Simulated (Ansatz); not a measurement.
Planning a GW calculation on BiOCl (P4/nmm).

The structure is tetragonal, space group P4/nmm (No. 129). The conventional cell has a = 3.886 Å, b = 3.886 Å, c = 7.349 Å, α = 90.00°, β = 90.00°, γ = 90.00°. Nearest to Bi lie 4 O at 2.31 Å and 4 Cl at 3.06 Å. Nearest to Cl lie 4 Bi at 3.06 Å. Nearest to O lie 4 Bi at 2.31 Å. Farther neighbours and most contacts between anions are not listed.

```xyz
6
Lattice="3.8855 0.0000 0.0000 0.0000 3.8855 0.0000 0.0000 0.0000 7.3489" Properties=species:S:1:pos:R:3 pbc="T T T"
Bi    1.9428    0.0000    2.4181
Bi    0.0000    1.9428    4.9308
Cl    0.0000    1.9428    1.0818
Cl    1.9428    0.0000    6.2671
O     0.0000    0.0000    3.6745
O     1.9428    1.9428    3.6745
```

The cell and positions come from the Crystallography Open Database and are kept as given unless a step says otherwise. Spin-orbit coupling is left out unless a run names it.

Runs so far (Ansatz 0.2.0, start r2SCAN, hard PAW files, 6×6×4 mesh). Times are wall times on 1 × NVIDIA H100 80GB HBM3 (shared by 3 runs) with 4 threads of AMD EPYC 7R13 (Zen 3), shared host, good to a factor of about two.

```csv
bands summed,cutoff (eV),gap on the mesh (eV),time
326,110,3.711,2.3 min
695,190,3.861,4.3 min
```

Question: What should the next rung give, with 1153 bands and screening to 270 eV, and where is the limit?

The error falls about as one over the bands when the cutoff rises with them. A line through the two highest rungs given predicts 3.913 eV; the run gave 3.933 eV, close to it. The two highest rungs put the limit near 4.043 eV, the pair below near 3.993 eV; their difference is a rough measure of what is unsettled in bands and cutoff; the mesh is a separate error.

Gaps are over the mesh's points; an edge off the mesh would be missed. Limits: not at the basis limit; no spin-orbit coupling.

[Paths, hosts, dates, memory and timing lines, banners, echoed tables and standing remarks are left out of the program output.]

[Logs are printed without paths, hosts, clocks, repeated set-up lines and the standing remarks that a program may print on its own settings, such as how far it seeks lower states.]

[Runs of the session that timed out or met a known fault of the program may be left out.]

[Cells called generated may have been cut or substituted from an entry of the Crystallography Open Database or the Materials Project.]

[Hosts, paths, dates, database ids (printed as entryN), source tags and the programs' standing remarks are cut or masked in the printed files.]
